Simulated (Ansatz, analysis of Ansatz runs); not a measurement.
# MgH2 (Pbcn), nudged elastic band: V_H hop (2.6 Å) (q = +1), part 2 of 3

Wanted: path and barrier of a jump of H in MgH2 (Pbcn) at charge +1. The case: V_H hop (2.6 Å), in a cell of 192 host atoms with 1 H taken out.

Ansatz 0.2.0; plane-wave PAW DFT, PBEsol; nudged elastic band between two relaxed defect structures at fixed charge in a uniform background.

So far: Starting point; Relaxation of the start point, charge +1; Relaxation of the end point, charge +1.

### Step 4. Nudged elastic band, charge +1

3 movable images are laid between the ends on a pair-potential path, which keeps atoms from colliding in the first guess. Each image feels the true force across the path and a spring force along it. The highest image is set to climb to the top of the path.

This step: plane-wave PAW DFT, PBEsol; nudged elastic band between two relaxed defect structures at fixed charge in a uniform background.

File qp1_c192k1s.neb/input.yaml:

```yaml
crystal:
  lattice:
    - [0.0, 10.78733868, 9.78929187]
    - [8.95206104, 0.0, 9.78929187]
    - [8.95206104, 10.78733868, 0.0]
  atoms:
    - { symbol: Mg, position: [0.01962656, 0.35561059, 0.39442912] }
    - { symbol: Mg, position: [0.26981187, 0.10319421, 0.14664205] }
    - { symbol: Mg, position: [0.23094365, 0.3955683, 0.10530809] }
    - { symbol: Mg, position: [0.47959845, 0.13959058, 0.35412164] }
    - { symbol: Mg, position: [0.23030998, 0.3941878, 0.35512842] }
    - { symbol: Mg, position: [0.47961934, 0.14304013, 0.10655] }
    - { symbol: Mg, position: [0.02681085, 0.35273158, 0.140932] }
    - { symbol: Mg, position: [0.26740778, 0.10523244, 0.3956238] }
    - { symbol: H, position: [0.14623962, 0.06404085, 0.30157984] }
    - { symbol: H, position: [0.39644748, 0.31360826, 0.05425516] }
    - { symbol: H, position: [0.23839004, 0.05090019, 0.06445259] }
    - { symbol: H, position: [0.4851627, 0.29554, 0.310986] }
    - { symbol: H, position: [0.19141221, 0.2702405, 0.11398282] }
    - { symbol: H, position: [0.43746223, 0.01930934, 0.36385691] }
    - { symbol: H, position: [0.17535097, 0.36308684, 0.27173599] }
    - { symbol: H, position: [0.42525596, 0.11084732, 0.02462415] }
    - { symbol: H, position: [0.07449385, 0.38603045, 0.47812988] }
    - { symbol: H, position: [0.32375404, 0.1353642, 0.2294572] }
    - { symbol: H, position: [0.06201963, 0.47826934, 0.1356681] }
    - { symbol: H, position: [0.31040954, 0.22736016, 0.38586352] }
    - { symbol: H, position: [0.0097067, 0.20033322, 0.18647783] }
    - { symbol: H, position: [0.26784185, 0.44672513, 0.43318913] }
    - { symbol: H, position: [0.10100214, 0.18592729, 0.44865912] }
    - { symbol: H, position: [0.353784, 0.43500931, 0.19924465] }
    - { symbol: Mg, position: [0.0193485, 0.35482896, 0.89463366] }
    - { symbol: Mg, position: [0.27090494, 0.10589678, 0.64415842] }
    - { symbol: Mg, position: [0.23025005, 0.39516428, 0.60496954] }
    - { symbol: Mg, position: [0.47912423, 0.13742975, 0.86099837] }
    - { symbol: Mg, position: [0.22760915, 0.39547761, 0.85634559] }
    - { symbol: Mg, position: [0.48047889, 0.14831299, 0.60472703] }
    - { symbol: Mg, position: [0.02048745, 0.35521795, 0.64419309] }
    - { symbol: Mg, position: [0.26919954, 0.10523838, 0.89468008] }
    - { symbol: H, position: [0.14679022, 0.06539514, 0.79999903] }
    - { symbol: H, position: [0.39975447, 0.32063914, 0.5481266] }
    - { symbol: H, position: [0.23850611, 0.05152028, 0.56403106] }
    - { symbol: H, position: [0.48554187, 0.29346452, 0.82978431] }
    - { symbol: H, position: [0.19002179, 0.27212456, 0.61250553] }
    - { symbol: H, position: [0.43851184, 0.01941975, 0.86351016] }
    - { symbol: H, position: [0.17584511, 0.3635437, 0.77122573] }
    - { symbol: H, position: [0.42628158, 0.11905036, 0.51921856] }
    - { symbol: H, position: [0.07425894, 0.38615863, 0.97749506] }
    - { symbol: H, position: [0.32485844, 0.13966072, 0.72715438] }
    - { symbol: H, position: [0.06174227, 0.47897369, 0.63461624] }
    - { symbol: H, position: [0.31130676, 0.22843795, 0.88616757] }
    - { symbol: H, position: [0.01037483, 0.20023993, 0.68513633] }
    - { symbol: H, position: [0.26211058, 0.44861244, 0.93556261] }
    - { symbol: H, position: [0.103027, 0.18625951, 0.94932764] }
    - { symbol: H, position: [0.353763, 0.43460971, 0.70006618] }
    - { symbol: Mg, position: [0.01984887, 0.85501652, 0.39477541] }
    - { symbol: Mg, position: [0.27006828, 0.6049624, 0.14578542] }
    - { symbol: Mg, position: [0.23000439, 0.89498617, 0.10512053] }
    - { symbol: Mg, position: [0.48235414, 0.64605488, 0.35365427] }
    - { symbol: Mg, position: [0.22969104, 0.89380809, 0.35628403] }
    - { symbol: Mg, position: [0.4802856, 0.64387761, 0.10568375] }
    - { symbol: Mg, position: [0.02013918, 0.85476, 0.14499585] }
    - { symbol: Mg, position: [0.26926436, 0.60585588, 0.39608109] }
    - { symbol: H, position: [0.14676276, 0.56373245, 0.30163574] }
    - { symbol: H, position: [0.3964977, 0.81335106, 0.05156979] }
    - { symbol: H, position: [0.23908052, 0.55096899, 0.06436151] }
    - { symbol: H, position: [0.48973292, 0.80036503, 0.31356268] }
    - { symbol: H, position: [0.18944253, 0.7712157, 0.1140037] }
    - { symbol: H, position: [0.44037312, 0.51873316, 0.37110865] }
    - { symbol: H, position: [0.17600653, 0.86288444, 0.27187447] }
    - { symbol: H, position: [0.42696582, 0.6116048, 0.02208084] }
    - { symbol: H, position: [0.07344717, 0.88714239, 0.47867559] }
    - { symbol: H, position: [0.32541864, 0.63468582, 0.22993808] }
    - { symbol: H, position: [0.06005636, 0.97862632, 0.1375186] }
    - { symbol: H, position: [0.31234992, 0.72702066, 0.38783089] }
    - { symbol: H, position: [0.01107325, 0.69911531, 0.18606267] }
    - { symbol: H, position: [0.26038133, 0.9493007, 0.4362699] }
    - { symbol: H, position: [0.10344075, 0.68560401, 0.44955319] }
    - { symbol: H, position: [0.35315085, 0.93411644, 0.200661] }
    - { symbol: Mg, position: [0.01988626, 0.85521083, 0.89495049] }
    - { symbol: Mg, position: [0.27007716, 0.60604971, 0.64401151] }
    - { symbol: Mg, position: [0.22894631, 0.89623817, 0.60506439] }
    - { symbol: Mg, position: [0.47997949, 0.64500944, 0.85503416] }
    - { symbol: Mg, position: [0.22989797, 0.89550321, 0.85462127] }
    - { symbol: Mg, position: [0.4795013, 0.64660193, 0.60482515] }
    - { symbol: Mg, position: [0.01927065, 0.85549619, 0.64508378] }
    - { symbol: Mg, position: [0.26995477, 0.60506721, 0.89537334] }
    - { symbol: H, position: [0.14719599, 0.56416505, 0.79976728] }
    - { symbol: H, position: [0.39565165, 0.8135159, 0.54974397] }
    - { symbol: H, position: [0.23934088, 0.5502193, 0.5644209] }
    - { symbol: H, position: [0.48878144, 0.80035705, 0.81430206] }
    - { symbol: H, position: [0.18940251, 0.77195083, 0.61284749] }
    - { symbol: H, position: [0.43983703, 0.52037492, 0.86382229] }
    - { symbol: H, position: [0.17608937, 0.86339647, 0.77112456] }
    - { symbol: H, position: [0.43095821, 0.60545218, 0.52107904] }
    - { symbol: H, position: [0.07412132, 0.8871092, 0.97842798] }
    - { symbol: H, position: [0.32625947, 0.6332141, 0.7280549] }
    - { symbol: H, position: [0.05953969, 0.97942269, 0.63640741] }
    - { symbol: H, position: [0.31109448, 0.72862218, 0.8858958] }
    - { symbol: H, position: [0.01116599, 0.69947348, 0.68539391] }
    - { symbol: H, position: [0.26103201, 0.94957643, 0.93577999] }
    - { symbol: H, position: [0.10397901, 0.68584499, 0.94887849] }
    - { symbol: H, position: [0.35399669, 0.93721618, 0.69873233] }
    - { symbol: Mg, position: [0.51279771, 0.35436859, 0.38318299] }
    - { symbol: Mg, position: [0.76984503, 0.10474573, 0.14525402] }
    - { symbol: Mg, position: [0.7298099, 0.39416234, 0.10565213] }
    - { symbol: Mg, position: [0.98091502, 0.14376329, 0.35533067] }
    - { symbol: Mg, position: [0.7550346, 0.39373205, 0.3357311] }
    - { symbol: Mg, position: [0.97983216, 0.1448317, 0.10495208] }
    - { symbol: Mg, position: [0.5198506, 0.35316934, 0.14312172] }
    - { symbol: Mg, position: [0.76966383, 0.10491458, 0.39527743] }
    - { symbol: H, position: [0.64600814, 0.065076, 0.30192328] }
    - { symbol: H, position: [0.89553511, 0.31439019, 0.05108999] }
    - { symbol: H, position: [0.73912583, 0.05068316, 0.06416832] }
    - { symbol: H, position: [0.98158744, 0.30459328, 0.31508838] }
    - { symbol: H, position: [0.68740605, 0.2712021, 0.11701643] }
    - { symbol: H, position: [0.93834527, 0.02223419, 0.363846] }
    - { symbol: H, position: [0.67114099, 0.36698606, 0.28054752] }
    - { symbol: H, position: [0.9247934, 0.11467778, 0.02163124] }
    - { symbol: H, position: [0.82134477, 0.14153724, 0.22922062] }
    - { symbol: H, position: [0.55716286, 0.47508499, 0.1466514] }
    - { symbol: H, position: [0.80864019, 0.22966141, 0.38923175] }
    - { symbol: H, position: [0.5135179, 0.19652541, 0.18476105] }
    - { symbol: H, position: [0.75607286, 0.45109933, 0.43603714] }
    - { symbol: H, position: [0.60365813, 0.19656248, 0.45090355] }
    - { symbol: H, position: [0.86285323, 0.43862367, 0.18405221] }
    - { symbol: Mg, position: [0.52024364, 0.35468087, 0.90125909] }
    - { symbol: Mg, position: [0.76837687, 0.10526434, 0.64557629] }
    - { symbol: Mg, position: [0.72935511, 0.39554349, 0.60449698] }
    - { symbol: Mg, position: [0.98006155, 0.14497769, 0.85453561] }
    - { symbol: Mg, position: [0.73238864, 0.39522797, 0.85246892] }
    - { symbol: Mg, position: [0.97812283, 0.14570149, 0.60550905] }
    - { symbol: Mg, position: [0.51013898, 0.35282301, 0.67384518] }
    - { symbol: Mg, position: [0.76992238, 0.10499224, 0.8950918] }
    - { symbol: H, position: [0.64579832, 0.06454936, 0.80128263] }
    - { symbol: H, position: [0.89449543, 0.31475044, 0.54892319] }
    - { symbol: H, position: [0.73620446, 0.05255981, 0.56480876] }
    - { symbol: H, position: [0.98743335, 0.3015428, 0.81384904] }
    - { symbol: H, position: [0.68297695, 0.27460422, 0.61040904] }
    - { symbol: H, position: [0.93929232, 0.02185867, 0.8626265] }
    - { symbol: H, position: [0.6742427, 0.36327363, 0.77121083] }
    - { symbol: H, position: [0.92271651, 0.11568519, 0.52170987] }
    - { symbol: H, position: [0.57654539, 0.38799148, 0.97789507] }
    - { symbol: H, position: [0.82138196, 0.13904742, 0.72842272] }
    - { symbol: H, position: [0.55894617, 0.4790385, 0.63636826] }
    - { symbol: H, position: [0.81033399, 0.22893717, 0.886495] }
    - { symbol: H, position: [0.50997948, 0.20234688, 0.68873377] }
    - { symbol: H, position: [0.75870405, 0.44970739, 0.93752276] }
    - { symbol: H, position: [0.60340266, 0.18532447, 0.95174165] }
    - { symbol: H, position: [0.8540029, 0.43590191, 0.69687134] }
    - { symbol: Mg, position: [0.52026288, 0.85442174, 0.39480718] }
    - { symbol: Mg, position: [0.77045368, 0.6095363, 0.14002311] }
    - { symbol: Mg, position: [0.73014782, 0.89578906, 0.10478166] }
    - { symbol: Mg, position: [0.98022924, 0.64486719, 0.35492504] }
    - { symbol: Mg, position: [0.72982625, 0.89507774, 0.35538533] }
    - { symbol: Mg, position: [0.98065474, 0.64490599, 0.10447102] }
    - { symbol: Mg, position: [0.51956473, 0.85559045, 0.14459209] }
    - { symbol: Mg, position: [0.76951824, 0.6066907, 0.39427939] }
    - { symbol: H, position: [0.65074642, 0.55976064, 0.3006346] }
    - { symbol: H, position: [0.89641967, 0.81442599, 0.05093626] }
    - { symbol: H, position: [0.7367223, 0.54995143, 0.06605338] }
    - { symbol: H, position: [0.98821717, 0.80067264, 0.31453409] }
    - { symbol: H, position: [0.6885961, 0.77346832, 0.1125078] }
    - { symbol: H, position: [0.93814794, 0.52162489, 0.3639883] }
    - { symbol: H, position: [0.67597028, 0.86332161, 0.2714944] }
    - { symbol: H, position: [0.92658266, 0.61517407, 0.01965515] }
    - { symbol: H, position: [0.57317078, 0.88741386, 0.4785856] }
    - { symbol: H, position: [0.8249732, 0.6341278, 0.22810878] }
    - { symbol: H, position: [0.56064382, 0.97759345, 0.13760077] }
    - { symbol: H, position: [0.81020421, 0.72872678, 0.38712459] }
    - { symbol: H, position: [0.5131055, 0.69775599, 0.18592498] }
    - { symbol: H, position: [0.75979751, 0.95075839, 0.43628534] }
    - { symbol: H, position: [0.60308679, 0.68484383, 0.44830155] }
    - { symbol: H, position: [0.85341894, 0.93666339, 0.20040318] }
    - { symbol: Mg, position: [0.52020747, 0.85319013, 0.89572001] }
    - { symbol: Mg, position: [0.76948481, 0.60590317, 0.64405814] }
    - { symbol: Mg, position: [0.72954753, 0.89559296, 0.60541492] }
    - { symbol: Mg, position: [0.98046547, 0.64536202, 0.85384935] }
    - { symbol: Mg, position: [0.73035562, 0.89437947, 0.85519593] }
    - { symbol: Mg, position: [0.97924889, 0.64538319, 0.60490442] }
    - { symbol: Mg, position: [0.51999956, 0.85600913, 0.64515988] }
    - { symbol: Mg, position: [0.77011235, 0.60448707, 0.89481438] }
    - { symbol: H, position: [0.64663246, 0.56405922, 0.79974661] }
    - { symbol: H, position: [0.8959639, 0.81497576, 0.55053209] }
    - { symbol: H, position: [0.73675861, 0.55100117, 0.56399891] }
    - { symbol: H, position: [0.98844351, 0.80103052, 0.81401041] }
    - { symbol: H, position: [0.68892229, 0.77253533, 0.61315294] }
    - { symbol: H, position: [0.93881978, 0.52119839, 0.86419948] }
    - { symbol: H, position: [0.67523333, 0.86368398, 0.77182003] }
    - { symbol: H, position: [0.9252376, 0.61370042, 0.52128655] }
    - { symbol: H, position: [0.57341095, 0.8878531, 0.97822149] }
    - { symbol: H, position: [0.82393853, 0.63595196, 0.72867732] }
    - { symbol: H, position: [0.56042343, 0.9812806, 0.63514127] }
    - { symbol: H, position: [0.81004501, 0.72782552, 0.88783164] }
    - { symbol: H, position: [0.511521, 0.69991777, 0.68527684] }
    - { symbol: H, position: [0.76097936, 0.94966916, 0.93568832] }
    - { symbol: H, position: [0.60366289, 0.68447739, 0.95055394] }
    - { symbol: H, position: [0.8526687, 0.93640401, 0.69930247] }
total_charge: 1
basis:
  ecutwfc: 420
  xc_grid: 2
hamiltonian:
  xc: pbesol
kpoints:
  mp_grid: { grid: [1, 1, 1], shift: [0.25, 0.25, 0.25] }
scf:
  occupations: { method: fixed }
  max_iter: 120
output:
  forces: true
neb:
  images: 3
  f_tol: 0.04
  climbing: true
  initial_path: idpp
  max_iterations: 45
  order_check: false
  final_atoms:
    - { symbol: Mg, position: [0.02063001, 0.3557974, 0.39536871] }
    - { symbol: Mg, position: [0.27156655, 0.10519565, 0.14488009] }
[... 27 atom lines left out ...]
    - { symbol: Mg, position: [0.46048268, 0.14055252, 0.63013421] }
[... 3 atom lines left out ...]
    - { symbol: H, position: [0.40552572, 0.30627853, 0.54591518] }
[... 27 atom lines left out ...]
    - { symbol: H, position: [0.43568711, 0.53328712, 0.36041271] }
[... 34 atom lines left out ...]
    - { symbol: Mg, position: [0.50815503, 0.37469213, 0.3875583] }
[... 3 atom lines left out ...]
    - { symbol: Mg, position: [0.72946635, 0.39119934, 0.35571192] }
[... 2 atom lines left out ...]
    - { symbol: Mg, position: [0.79879578, 0.08785987, 0.38523907] }
[... 6 atom lines left out ...]
    - { symbol: H, position: [0.6731169, 0.35650667, 0.27455832] }
[... 3 atom lines left out ...]
    - { symbol: H, position: [0.81359716, 0.22366776, 0.38514192] }
[... 2 atom lines left out ...]
    - { symbol: H, position: [0.57587773, 0.3730819, 0.47884271] }
[... 7 atom lines left out ...]
    - { symbol: Mg, position: [0.52005897, 0.35493641, 0.6447851] }
[... 5 atom lines left out ...]
    - { symbol: H, position: [0.68969879, 0.27135766, 0.61099416] }
[... 7 atom lines left out ...]
    - { symbol: H, position: [0.51390721, 0.19737485, 0.68382203] }
[... 50 atom lines left out ...]
    - { symbol: H, position: [0.85326302, 0.93602354, 0.69667853] }
```

Command:

```bash
$ ansatz run input.yaml --threads 32 --pin off --max-ram 84787MiB --backend cuda --events-out ev --progress --plain --runs-dir out --max-vram 78GiB
```

Numbers of over 12 decimals in the logs are rounded to 6 here.

Output:

```text
[...]
Warning: neb: disabling space-group detection — the band's intermediate images generally break the endpoint symmetry, so the full k-mesh is solved, and no spatial operation symmetrises the density, except that a semilocal band can use its path's symmetry [...]
[...]
parallel-image band execution: 3 concurrent image workers
NEB image 0
[...]
Crystal: 191 atoms, lattice volume = 1890.683 Å³
Basis set: ecut = 420 eV, 36997 PW (Γ), exchange–correlation on 200×180×192 points (8 copies of the dense FFT grid, shifted against one another)
Bands: 574, of which v1, the nominal top of the filled ones, is band 383 counted from 1 (382 counted from 0)
Symmetry: 1 space group operations
k-points: 1
[...]
SCF iter   1: F=—  HF=-124397.591984 eV  |F-HF|=—  |Δ(HF+E_count)|=         —  Δρ=7.51e-3  dr2=8.49e-1  ethr=1.77e-3  ⟨swp⟩=5.0  Hψ=1568  notcnv=0  defer=188
[...]
SCF iter   2: F=—  HF=-124397.351366 eV  |F-HF|=—  |Δ(HF+E_count)|=   2.41e-1  Δρ=3.51e-3  dr2=2.00e-1  ethr=1.11e-4  ⟨swp⟩=2.0  Hψ=584  notcnv=0  defer=189
[...]
SCF iter   7: F=-124397.286345 eV  HF=-124397.286345 eV  |F-HF|=4.37e-9  |Δ(HF+E_count)|=   3.18e-7  Δρ=7.29e-7  dr2=1.30e-8  ethr=1.31e-11  ⟨swp⟩=4.0  Hψ=1471  notcnv=0
SCF 1 converged in 7 iterations: F = -124397.286345 eV  dr2 = 1.30e-8
[...]
NSCF: frozen V_eff on 1 k-points
NEB image 4
[...]
SCF 2 converged in 7 iterations: F = -124397.286685 eV  dr2 = 1.25e-8
[...]
NEB end point (image 0): max|allowed force component| = 7.888e-3 eV/Å (the criterion of neb.relax_end_points is 1.000e-2)
NEB end point (image 4): max|allowed force component| = 6.010e-3 eV/Å (the criterion of neb.relax_end_points is 1.000e-2)
NEB image 1
[...]
SCF 3 converged in 7 iterations: F = -124397.024612 eV  dr2 = 8.31e-9
[...]
NEB image 2
[...]
SCF 4 converged in 7 iterations: F = -124396.750082 eV  dr2 = 4.85e-9
[...]
NEB image 3
[...]
SCF 5 converged in 7 iterations: F = -124397.021729 eV  dr2 = 8.59e-9
[...]
NEB iter   1: max|band force component| = 6.241e-1 eV/Å  barrier→ = 0.5363 eV  barrier← = 0.5366 eV  Δτ_max = 0.1971 Å  (35 SCF iters)
NEB image 1
[...]
SCF 6 converged in 7 iterations: F = -124396.986660 eV  dr2 = 6.10e-9
NEB image 2
[...]
SCF 7 converged in 7 iterations: F = -124396.755082 eV  dr2 = 6.79e-9
NEB image 3
[...]
SCF 8 converged in 7 iterations: F = -124396.992860 eV  dr2 = 6.46e-9
[...]
SCF 9 converged in 6 iterations: F = -124397.150048 eV  dr2 = 4.62e-8
[...]
SCF 10 converged in 6 iterations: F = -124396.941184 eV  dr2 = 4.92e-8
[...]
SCF 11 converged in 6 iterations: F = -124397.148379 eV  dr2 = 4.57e-8
[...]
SCF 12 converged in 5 iterations: F = -124397.149951 eV  dr2 = 7.71e-9
[...]
SCF 13 converged in 5 iterations: F = -124396.944446 eV  dr2 = 8.81e-9
[...]
SCF 14 converged in 5 iterations: F = -124397.148368 eV  dr2 = 1.07e-8
[...]
SCF 15 converged in 5 iterations: F = -124396.945784 eV  dr2 = 2.01e-8
[...]
SCF 16 converged in 5 iterations: F = -124397.150920 eV  dr2 = 6.52e-9
[...]
SCF 17 converged in 4 iterations: F = -124396.946724 eV  dr2 = 2.05e-8
[...]
SCF 18 converged in 5 iterations: F = -124397.149220 eV  dr2 = 4.78e-9
[...]
SCF converged after 4 iterations
[...]
- { symbol: H, position: [0.674523, 0.363443, 0.769050] }
    - { symbol: H, position: [0.926790, 0.112189, 0.522014] }
    - { symbol: H, position: [0.574838, 0.387517, 0.976656] }
    - { symbol: H, position: [0.823527, 0.137678, 0.728872] }
    - { symbol: H, position: [0.560538, 0.473867, 0.630521] }
    - { symbol: H, position: [0.809915, 0.229361, 0.886252] }
    - { symbol: H, position: [0.505509, 0.194031, 0.696860] }
    - { symbol: H, position: [0.759176, 0.450727, 0.934805] }
    - { symbol: H, position: [0.603591, 0.185300, 0.950238] }
    - { symbol: H, position: [0.852869, 0.437016, 0.696850] }
    - { symbol: Mg, position: [0.520541, 0.854388, 0.395632] }
    - { symbol: Mg, position: [0.770230, 0.605917, 0.142966] }
    - { symbol: Mg, position: [0.730295, 0.894769, 0.105355] }
    - { symbol: Mg, position: [0.979206, 0.645516, 0.354805] }
    - { symbol: Mg, position: [0.729417, 0.895860, 0.356687] }
    - { symbol: Mg, position: [0.980351, 0.644964, 0.104305] }
    - { symbol: Mg, position: [0.520466, 0.855844, 0.143914] }
    - { symbol: Mg, position: [0.769949, 0.604034, 0.393631] }
    - { symbol: H, position: [0.646981, 0.557587, 0.303056] }
    - { symbol: H, position: [0.896565, 0.814464, 0.051256] }
    - { symbol: H, position: [0.737772, 0.550913, 0.063983] }
    - { symbol: H, position: [0.986526, 0.801764, 0.315476] }
    - { symbol: H, position: [0.689016, 0.771612, 0.113577] }
    - { symbol: H, position: [0.938291, 0.521534, 0.363730] }
    - { symbol: H, position: [0.675482, 0.865269, 0.271882] }
    - { symbol: H, position: [0.926129, 0.614129, 0.020293] }
    - { symbol: H, position: [0.572525, 0.889375, 0.478737] }
    - { symbol: H, position: [0.823932, 0.635534, 0.227851] }
    - { symbol: H, position: [0.561279, 0.978094, 0.137019] }
    - { symbol: H, position: [0.808785, 0.728664, 0.387698] }
    - { symbol: H, position: [0.512342, 0.698600, 0.185934] }
    - { symbol: H, position: [0.755312, 0.959821, 0.435862] }
[...]
- { symbol: Mg, position: [0.519589, 0.854148, 0.895620] }
    - { symbol: Mg, position: [0.767859, 0.607050, 0.642941] }
    - { symbol: Mg, position: [0.727351, 0.899192, 0.604736] }
    - { symbol: Mg, position: [0.981145, 0.644341, 0.853972] }
    - { symbol: Mg, position: [0.730396, 0.894303, 0.855421] }
    - { symbol: Mg, position: [0.976783, 0.646755, 0.605617] }
    - { symbol: Mg, position: [0.518514, 0.857270, 0.645120] }
    - { symbol: Mg, position: [0.770107, 0.605453, 0.893871] }
[...]
- { symbol: H, position: [0.573754, 0.887612, 0.977963] }
    - { symbol: H, position: [0.821608, 0.638278, 0.728003] }
    - { symbol: H, position: [0.558553, 0.986483, 0.632455] }
    - { symbol: H, position: [0.810855, 0.728301, 0.885993] }
    - { symbol: H, position: [0.512361, 0.699811, 0.683985] }
    - { symbol: H, position: [0.761957, 0.948824, 0.935926] }
    - { symbol: H, position: [0.603514, 0.685587, 0.949403] }
    - { symbol: H, position: [0.853639, 0.934787, 0.698820] }
```

Elapsed: 11 s, on 1 × NVIDIA GB200 with 32 threads of Arm Neoverse V2, shared host; peak memory 2.8 GiB; 49 s of CPU time.

The column dr2 measures how far the density is from self-consistency, as an energy; F and HF (Harris–Foulkes) agree once it is small.

The path, image by image:

```
image  path (Å)  energy (eV)     H118: x, y, z (Å)
    0     0.000       0.0000  5.796, 11.376, 7.834
    1     0.719       0.1354  6.247, 11.583, 8.165
    2     1.438       0.3396  6.710, 11.652, 8.568
    3     2.154       0.1371  7.178, 11.583, 8.960
    4     2.869      -0.0003  7.626, 11.378, 9.290
```

Read from the output:

* free energy: -124396.9467 eV
* barrier forward: 0.3396 eV
* barrier backward: 0.3400 eV
* end less start: -3.40e-4 eV
* hop length: 2.339 Å

(Part 2 of 3 ends here.)

[Logs are printed without paths, hosts, clocks, repeated set-up lines and the standing remarks that a program may print on its own settings, such as how far it seeks lower states.]

[Hosts, paths, dates, database ids (printed as entryN), source tags and the programs' standing remarks are cut or masked in the printed files.]
